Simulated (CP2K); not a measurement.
Two runs for the B K edge of trimethylborane. Run A: CP2K XAS_TDP, all-electron GAPW, PBEh(45%), aug-cc-pVDZ, TDA, no relativity. Run B differs in one setting.

First lines with a strength over 0.0015. A:

```tsv
atom	energy (eV)	states	strength, one atom
B2 (bonded to 3 C)	184.46	1	0.0800
	190.15	1	0.0031
	190.25	1	0.0019
	191.12	1	0.0018
	191.96	1	0.0083
```

B:

```tsv
atom	energy (eV)	states	strength, one atom
B2 (bonded to 3 C)	191.31	1	0.0771
	197.00	1	0.0029
	197.10	1	0.0018
	197.97	1	0.0018
	198.82	1	0.0080
```

**Question.** Which was it: the basis, GW2X switched on, scalar relativity switched on, the functional?

GW2X switched on. GW2X shifts an atom's lines together and keeps their spacings. Against PBEh(45%) in aug-cc-pVDZ, the leading line moves by +6.85 eV, to 191.31 eV.

[Banner, clock and machine lines of the logs are left out without a mark of their own.]

[Logs are printed without paths, hosts, clocks, repeated set-up lines and the standing remarks that a program may print on its own settings, such as how far it seeks lower states.]

[Hosts, paths, dates, database ids (printed as entryN), source tags and the programs' standing remarks are cut or masked in the printed files.]
